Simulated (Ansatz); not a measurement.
# Phonons of AlCo (Pm-3m) against volume, part 2 of 2

Aim: how do the optical modes of AlCo (Pm-3m) move with volume?

Ansatz 0.2.0; DFT PBEsol, scalar-relativistic, plane waves, PAW; PAW set soft_1.

So far. Step 3 (Tight relaxation): The forces vanish by symmetry and the pressure is 0.001 GPa, within the tolerances set. The cell now holds 11.24 Å³/atom.

### Step 4. Modes at rest

The force constants come from the linear response of the density to a displacement.

The modes at rest are the reference of the series.

input.yaml reads:

```yaml
crystal:
  lattice:
    - [2.8222089286, 0.0, 0.0]
    - [0.0, 2.8222089286, 0.0]
    - [0.0, 0.0, 2.8222089286]
  atoms:
    - { symbol: Al, position: [0.0, 0.0, 0.0] }
    - { symbol: Co, position: [0.5, 0.5, 0.5] }
kpoints:
  mp_grid: { grid: [16, 16, 16] }
hamiltonian:
  xc: pbesol
  pseudopotentials: { kind: paw, azcp: { folder: soft_1 }, xc_functional: pbe }
scf:
  occupations: { method: methfessel_paxton, width: 0.2 }
output:
  eigenvalues: true
phonons:
  method: dfpt
```

The run is started by

```bash
> ansatz run input.yaml --threads 4 --pin off --max-ram 10240MiB --backend cpu --events-out ev --progress --plain --runs-dir out
```

Numbers of over 12 decimals in the logs are rounded to 6 here.

The program printed:

```text
[...]
Crystal: 2 atoms, lattice volume = 22.479 Å³
Basis set: ecut = 420 eV, 461 PW (Γ), exchange–correlation on 40×40×40 points (8 copies of the dense FFT grid, shifted against one another)
Bands: 14, of which v1, the nominal top of the filled ones, is band 10 counted from 1 (9 counted from 0)
Symmetry: 48 space group operations
k-points: 405 of 4096 (irreducible under 8 space group operations, time reversal used)
[...]
SCF iter   1: F=—  HF=-5618.992146 eV  |F-HF|=—  |Δ(HF+E_count)|=         —  Δρ=7.01e-2  dr2=9.44e-1  ethr=3.10e-3  ⟨swp⟩=4.1  Hψ=25778  notcnv=0
[...]
SCF iter   9: F=-5618.777913 eV  HF=-5618.777913 eV  |F-HF|=0.00e0  |Δ(HF+E_count)|=  2.73e-11  S|Δr|=    0.00e0  Δρ=4.55e-8  dr2=4.15e-13  ethr=1.00e-12  ⟨swp⟩=5.2  Hψ=23090  notcnv=0
SCF 1 converged in 9 iterations: F = -5618.777913 eV  dr2 = 4.15e-13
[...]
DFPT response loops at Γ: preconditioner auto → Kerker (q_TF=auto, 2.676 Å⁻¹) (partly filled bands, converged f_vac=0.000); β = 1.00, the filter's whole step (`scf.mixing.beta` (0.50) is not read by the response loops under this deck's `scf.mixing.preconditioner`; to damp them name `kerker` or `kerker_dos`, under which they read `scf.mixing.beta`, and type it under 1.00, their step now; both keys bind the ground state too); Broyden in place of MSR1
SCF converged after 9 iterations
[...]
Free energy (F): -5618.777913 eV
[...]
Internal energy: -5618.779781 eV  (E = F + TS)
E sigma→0 (E₀):  -5618.778380 eV
Entropy (-TS):   0.001868 eV (0.934 meV/atom)
Fermi energy:    14.862562 eV
[...]
--- Band table (eV; the first three rows and the last of 405) ---
  k-point 0: bands = [... 6 lower, 11.7182, 14.0017, 14.0017, 14.0017, 20.9375, 20.9375, 20.9375, 23.6916]
  k-point 1: bands = [... 6 lower, 11.7398, 13.9592, 13.9592, 14.0062, 20.1818, 21.0437, 21.0437, 23.6788]
  k-point 2: bands = [... 6 lower, 11.8020, 13.8425, 13.8425, 14.0191, 18.8392, 21.3520, 21.3520, 23.6409]
  k-point 404: bands = [... 6 lower, 10.7726, 14.6327, 14.6327, 17.1846, 17.1846, 17.1846, 19.2535, 20.3869]
--- Phonons (Γ-DFPT): 2 representative perturbations + reference, on 405 of 4096 k-points (Σ response iterations 6) ---
  k mesh reduced under 8 symmetry operations, with k and −k counted as one. Each operation leaves every solved perturbation unchanged. A smaller set is not used because it would not reduce the number of displacements times k-points to solve
  ASR residual: 2.082e-5 → 0.000e0 eV/Å²; symmetrization residual: 2.407e-6 eV/Å²
  ASR residual per site (eV/Å²): 3.78e-6 2.08e-5
  Γ frequencies (cm⁻¹): 0.00 0.00 0.00 339.92 339.92 339.92
  non-analytic LO–TO correction: not included (Born effective charges unavailable; polar crystals: no LO–TO splitting at Γ)
```

The job ended after 7.6 s (4 threads of AMD EPYC 7B13 (Zen 3), shared host; peak memory 0.74 GiB; 27 s of CPU time).

The column dr2 measures how far the density is from self-consistency, as an energy; F and HF (Harris–Foulkes) agree once it is small.

This step gave:

| Property | Result |
| --- | --- |
| sum-rule residual before enforcement | 2.08e-5 eV/Å² |
| point group | m-3m |
| highest optical mode at the zone centre (no LO-TO term) | 339.9 cm⁻¹ |
| lowest optical zone-centre mode | 339.9 cm⁻¹ |

Patterns of degenerate modes are one choice out of their space. The modes at Γ (shares of kinetic energy by element, %):

```
mode  frequency (cm⁻¹)  symmetry  Al %  Co %
   1               0.0  acoustic    31    69
   2               0.0  acoustic    31    69
   3               0.0  acoustic    31    69
   4             339.9       T1u    69    31
   5             339.9       T1u    69    31
   6             339.9       T1u    69    31
```

Displacements in mode 4 (339.9 cm⁻¹), the largest set to 1:
```
Al1  0.00  0.04  1.00
Co2  0.00 -0.02 -0.46
```

Before it was imposed, the acoustic sum rule was missed by 2.1e-5 eV/Å². Small misses are needed for a sound result but don't prove that mesh and cutoff are converged. The lowest optical mode is real, 340 cm⁻¹.

### Step 5. Ground state of a member: 1.06 times the volume at rest

The cell is set to 1.06 times the volume at rest; symmetry leaves nothing else free, so this is a single point.

input.yaml, the sections that differ from step 4:

```yaml
crystal:
  lattice:
    - [2.8775604111, 0.0, 0.0]
    - [0.0, 2.8775604111, 0.0]
    - [0.0, 0.0, 2.8775604111]
  atoms:
    - { symbol: Al, position: [0.0, 0.0, 0.0] }
    - { symbol: Co, position: [0.5, 0.5, 0.5] }
output:
  forces: true
  stress: true
  eigenvalues: true
# kpoints, hamiltonian, scf: as in step 4
# phonons: removed
```

The program printed:

```text
[...]
Crystal: 2 atoms, lattice volume = 23.827 Å³
Basis set: ecut = 420 eV, 461 PW (Γ), exchange–correlation on 40×40×40 points (8 copies of the dense FFT grid, shifted against one another)
Bands: 14, of which v1, the nominal top of the filled ones, is band 10 counted from 1 (9 counted from 0)
Symmetry: 48 space group operations
[...]
k-points: 165 of 4096
[...]
SCF iter   1: F=—  HF=-5618.982158 eV  |F-HF|=—  |Δ(HF+E_count)|=         —  Δρ=8.02e-2  dr2=1.33e0  ethr=3.10e-3  ⟨swp⟩=4.0  Hψ=10549  notcnv=0
[...]
SCF iter   7: F=-5618.733822 eV  HF=-5618.733822 eV  |F-HF|=1.24e-8  |Δ(HF+E_count)|=   1.37e-7  S|Δr|=    0.00e0  Δρ=9.25e-6  dr2=9.97e-9  ethr=5.00e-10  ⟨swp⟩=5.3  Hψ=10404  notcnv=0
SCF 1 converged in 7 iterations: F = -5618.733822 eV  dr2 = 9.97e-9
[...]
SCF converged after 7 iterations
[...]
Free energy (F): -5618.733822 eV
[...]
Internal energy: -5618.735195 eV  (E = F + TS)
E sigma→0 (E₀):  -5618.734165 eV
Entropy (-TS):   0.001374 eV (0.687 meV/atom)
Fermi energy:    13.853433 eV
[...]
--- Stress (GPa, compression-positive) ---
       -9.950927       0.000000      -0.000000
        0.000000      -9.950927       0.000000
        0.000000       0.000000      -9.950927
  P = ⅓ Tr σ = -9.9509 GPa (-99.509 kbar)
--- Band table (eV; the first three rows and the last of 165) ---
  k-point 0: bands = [... 6 lower, 10.9798, 13.0687, 13.0687, 13.0687, 19.6417, 19.6417, 19.6417, 22.4530]
  k-point 1: bands = [... 6 lower, 10.9996, 13.0292, 13.0292, 13.0728, 18.9205, 19.7436, 19.7436, 22.4450]
  k-point 2: bands = [... 6 lower, 11.0568, 12.9209, 12.9209, 13.0845, 17.6210, 20.0398, 20.0398, 22.4213]
  k-point 164: bands = [... 6 lower, 10.0432, 13.6432, 13.6432, 16.1796, 16.1796, 16.1796, 17.7104, 19.0678]
```

Elapsed: 0.85 s, on 4 threads; peak memory 0.43 GiB; 2.6 s of CPU time.

This step gave:

```yaml
pressure: -9.951 GPa
volume_per_atom: 11.91 Å³
```

The forces vanish by symmetry, at a pressure of -9.95 GPa.

### Step 6. Modes of this member: 1.06 times the volume at rest

The zone-centre modes follow for 1.06 times the volume at rest.

Edit input.yaml of step 5 so:

```diff
@@ -16,4 +16,4 @@
 output:
-  forces: true
-  stress: true
   eigenvalues: true
+phonons:
+  method: dfpt
```

The program printed:

```text
[...]
Crystal: 2 atoms, lattice volume = 23.827 Å³
Basis set: ecut = 420 eV, 461 PW (Γ), exchange–correlation on 40×40×40 points (8 copies of the dense FFT grid, shifted against one another)
Bands: 14, of which v1, the nominal top of the filled ones, is band 10 counted from 1 (9 counted from 0)
Symmetry: 48 space group operations
k-points: 405 of 4096 (irreducible under 8 space group operations, time reversal used)
[...]
SCF iter   1: F=—  HF=-5618.982174 eV  |F-HF|=—  |Δ(HF+E_count)|=         —  Δρ=8.02e-2  dr2=1.33e0  ethr=3.10e-3  ⟨swp⟩=4.0  Hψ=25795  notcnv=0
[...]
SCF iter   9: F=-5618.733822 eV  HF=-5618.733822 eV  |F-HF|=9.09e-13  |Δ(HF+E_count)|=  1.00e-11  S|Δr|=    0.00e0  Δρ=3.74e-8  dr2=1.77e-13  ethr=1.00e-12  ⟨swp⟩=5.2  Hψ=23131  notcnv=0
SCF 1 converged in 9 iterations: F = -5618.733822 eV  dr2 = 1.77e-13
[...]
SCF converged after 9 iterations
[...]
Free energy (F): -5618.733822 eV
[...]
Internal energy: -5618.735195 eV  (E = F + TS)
E sigma→0 (E₀):  -5618.734165 eV
Entropy (-TS):   0.001374 eV (0.687 meV/atom)
Fermi energy:    13.853380 eV
[...]
--- Band table (eV; the first three rows and the last of 405) ---
  k-point 0: bands = [... 6 lower, 10.9798, 13.0686, 13.0686, 13.0686, 19.6417, 19.6417, 19.6417, 22.4529]
  k-point 1: bands = [... 6 lower, 10.9996, 13.0292, 13.0292, 13.0727, 18.9205, 19.7436, 19.7436, 22.4449]
  k-point 2: bands = [... 6 lower, 11.0567, 12.9208, 12.9208, 13.0844, 17.6210, 20.0398, 20.0398, 22.4213]
  k-point 404: bands = [... 6 lower, 10.0432, 13.6431, 13.6431, 16.1796, 16.1796, 16.1796, 17.7104, 19.0677]
[...]
ASR residual: 1.483e-5 → 0.000e0 eV/Å²; symmetrization residual: 1.681e-6 eV/Å²
  ASR residual per site (eV/Å²): 7.71e-6 1.48e-5
  Γ frequencies (cm⁻¹): 0.00 0.00 0.00 304.98 304.98 304.98
[...]
```

The job ended after 7.9 s (4 threads; peak memory 0.76 GiB).

Numbers from this step:

```yaml
sum_rule_residual_before_enforcement: 1.48e-5 eV/Å²
highest_optical_mode_at_the_zone_centre_no_lo_to_term: 305.0 cm⁻¹
lowest_optical_zone_centre_mode: 305.0 cm⁻¹
```

Patterns of degenerate modes are one choice out of their space. Modes at Γ, with each element's share of the kinetic energy:

```
mode  frequency (cm⁻¹)  symmetry  Al %  Co %
   1               0.0  acoustic    31    69
   2               0.0  acoustic    31    69
   3               0.0  acoustic    31    69
   4             305.0       T1u    69    31
   5             305.0       T1u    69    31
   6             305.0       T1u    69    31
```

The optical mode lies at 305.0 cm⁻¹.

For the highest optical mode at the zone centre (no LO-TO term), step 4 gave 340 cm⁻¹; this run, with volume ratio 1.06, gives 305 cm⁻¹ (-10 %).

### Step 7. Ground state of a member: 0.9 times the volume at rest

The cell is set to 0.9 times the volume at rest; symmetry leaves nothing else free, so this is a single point.

input.yaml, the sections that differ from step 6:

```yaml
crystal:
  lattice:
    - [2.7248127617, 0.0, 0.0]
    - [0.0, 2.7248127617, 0.0]
    - [0.0, 0.0, 2.7248127617]
  atoms:
    - { symbol: Al, position: [0.0, 0.0, 0.0] }
    - { symbol: Co, position: [0.5, 0.5, 0.5] }
output:
  forces: true
  stress: true
  eigenvalues: true
# kpoints, hamiltonian, scf: as in step 6
# phonons: removed
```

The program printed:

```text
[...]
Crystal: 2 atoms, lattice volume = 20.231 Å³
Basis set: ecut = 420 eV, 389 PW (Γ), exchange–correlation on 40×40×40 points (8 copies of the dense FFT grid, shifted against one another)
Bands: 14, of which v1, the nominal top of the filled ones, is band 10 counted from 1 (9 counted from 0)
Symmetry: 48 space group operations
[...]
k-points: 165 of 4096
[...]
--- Band table (eV; the first three rows and the last of 165) ---
  k-point 0: bands = [... 6 lower, 13.1382, 15.8154, 15.8154, 15.8154, 23.4691, 23.4691, 23.4691, 26.0921]
  k-point 1: bands = [... 6 lower, 13.1633, 15.7669, 15.7669, 15.8207, 22.6419, 23.5830, 23.5830, 26.0689]
  k-point 2: bands = [... 6 lower, 13.2357, 15.6337, 15.6337, 15.8360, 21.2167, 23.9123, 23.9123, 26.0005]
  k-point 164: bands = [... 6 lower, 12.1895, 16.5621, 16.5621, 19.1521, 19.1521, 19.1521, 22.2587, 22.9623]
[key lines of the parts left out:]
SCF converged after 6 iterations
Free energy (F): -5618.614780 eV
Fermi energy:    16.825300 eV
P = ⅓ Tr σ = 25.5068 GPa (255.068 kbar)
```

The job ended after 0.78 s (4 threads; peak memory 0.42 GiB; 2.3 s of CPU time).

This step gave:

* pressure: 25.51 GPa
* volume per atom: 10.12 Å³

The forces vanish by symmetry, at a pressure of 25.51 GPa.

### Step 8. Modes of this member: 0.9 times the volume at rest

The zone-centre modes follow for 0.9 times the volume at rest.

Edit input.yaml of step 7 so:

```diff
@@ -16,4 +16,4 @@
 output:
-  forces: true
-  stress: true
   eigenvalues: true
+phonons:
+  method: dfpt
```

The program printed:

```text
[...]
Crystal: 2 atoms, lattice volume = 20.231 Å³
Basis set: ecut = 420 eV, 389 PW (Γ), exchange–correlation on 40×40×40 points (8 copies of the dense FFT grid, shifted against one another)
Bands: 14, of which v1, the nominal top of the filled ones, is band 10 counted from 1 (9 counted from 0)
Symmetry: 48 space group operations
k-points: 405 of 4096 (irreducible under 8 space group operations, time reversal used)
[...]
k-point 2: bands = [... 6 lower, 13.2357, 15.6337, 15.6337, 15.8360, 21.2167, 23.9124, 23.9124, 26.0005]
  k-point 404: bands = [... 6 lower, 12.1895, 16.5621, 16.5621, 19.1521, 19.1521, 19.1521, 22.2587, 22.9624]
[...]
ASR residual: 3.211e-5 → 0.000e0 eV/Å²; symmetrization residual: 6.081e-7 eV/Å²
  ASR residual per site (eV/Å²): 3.21e-5 2.74e-5
  Γ frequencies (cm⁻¹): 0.00 0.00 0.00 405.57 405.57 405.57
[...]
[key lines of the parts left out:]
SCF converged after 8 iterations
Free energy (F): -5618.614780 eV
Fermi energy:    16.825320 eV
```

It took 7 s on 4 threads; peak memory 0.72 GiB; 25 s of CPU time.

This step gave:

* sum-rule residual before enforcement: 3.21e-5 eV/Å²
* highest optical mode at the zone centre (no LO-TO term): 405.6 cm⁻¹
* lowest optical zone-centre mode: 405.6 cm⁻¹

Patterns of degenerate modes are one choice out of their space. The modes at Γ (shares of kinetic energy by element, %):

```
mode  frequency (cm⁻¹)  symmetry  Al %  Co %
   1               0.0  acoustic    31    69
   2               0.0  acoustic    31    69
   3               0.0  acoustic    31    69
   4             405.6       T1u    69    31
   5             405.6       T1u    69    31
   6             405.6       T1u    69    31
```

The optical mode lies at 405.6 cm⁻¹.

Between step 4 and this run (volume ratio 0.9) the value for the highest optical mode at the zone centre (no LO-TO term) moves from 340 cm⁻¹ to 406 cm⁻¹ (+19 %).

### Step 9. All members side by side

The members are set side by side, also those not shown above.

Each row is one cell with its response, relaxed at fixed volume as far as symmetry leaves anything free; energies are extrapolated to zero smearing, and E0 is that at rest; shape and atoms are relaxed in each cell where symmetry leaves them free; all runs use 16×16×16 k points and Methfessel-Paxton smearing of 0.2 eV. State of the crystal along the series:

```
volume ratio  V (Å³/atom)  pressure (GPa)  E - E0 (meV/atom)
         0.9        10.12           25.51              81.51
        0.92        10.34           19.26              50.18
        0.94        10.56           13.65              27.17
        0.96        10.79           8.614              11.62
        0.98        11.01            4.08              2.799
        0.99        11.13           1.986             0.6801
           1        11.24         5.46e-4                  0
        1.02        11.46          -3.671              2.644
        1.04        11.69          -6.976              10.17
        1.06        11.91          -9.951              22.11
```

Each mode is tracked from rest by its pattern, and modes that stay within 0.3 cm⁻¹ of each other stand once; shape and atoms are relaxed in each cell where symmetry leaves them free; all runs use 16×16×16 k points and Methfessel-Paxton smearing of 0.2 eV. Optical modes along the series:

```
V (Å³/atom)  mode 4 T1u (cm⁻¹)
      10.12              405.6
      10.34              391.6
      10.56              378.1
      10.79              364.9
      11.01              352.2
      11.13                346
      11.24              339.9
      11.46              327.9
      11.69              316.3
      11.91                305
```

From cubic fits (parabolas where under five rows exist) of ln ω and P against ln V through the rows within about 4 % of rest: γ = −d ln ω / d ln V and dω/dP = γ ω / B. Slopes at rest:

```
      mode  fitted frequency at rest (cm⁻¹)  Grüneisen parameter γ  dω/dP (cm⁻¹/GPa)
mode 4 T1u                            339.9                   1.79              3.14
```

### Step 10. Results

```
members                                                          : 10
highest optical mode at the zone centre (no LO-TO term), at rest : 339.9 cm⁻¹
bulk modulus at rest                                             : 193 GPa
mode 4 T1u, γ                                                    : 1.79
```

What this shows: The series spans -10.0 to 25.5 GPa, and the slope at rest gives a bulk modulus of 193 GPa. The optical mode has γ = 1.79 and moves by 3.1 cm⁻¹ for each GPa. One k mesh and one cutoff serve the ground states and modes of all volumes. These are harmonic frequencies at zero temperature: anharmonic shifts, linewidths and thermal expansion are left out. With no gap, or one that is small against the smearing, the frequencies hang on the k mesh and the smearing, most of all near Kohn anomalies. The runs are without spin polarisation, although Co often carries a moment. The PAW files were made for PBE; the program adapts parts of them to the functional of the run, but their partial waves stay those of PBE, an approximation that was not tested in this session. Only the zone centre was solved, so an instability at another wavevector cannot show here.

[Logs are printed without paths, hosts, clocks, repeated set-up lines and the standing remarks that a program may print on its own settings, such as how far it seeks lower states.]

[Hosts, paths, dates, database ids (printed as entryN), source tags and the programs' standing remarks are cut or masked in the printed files.]
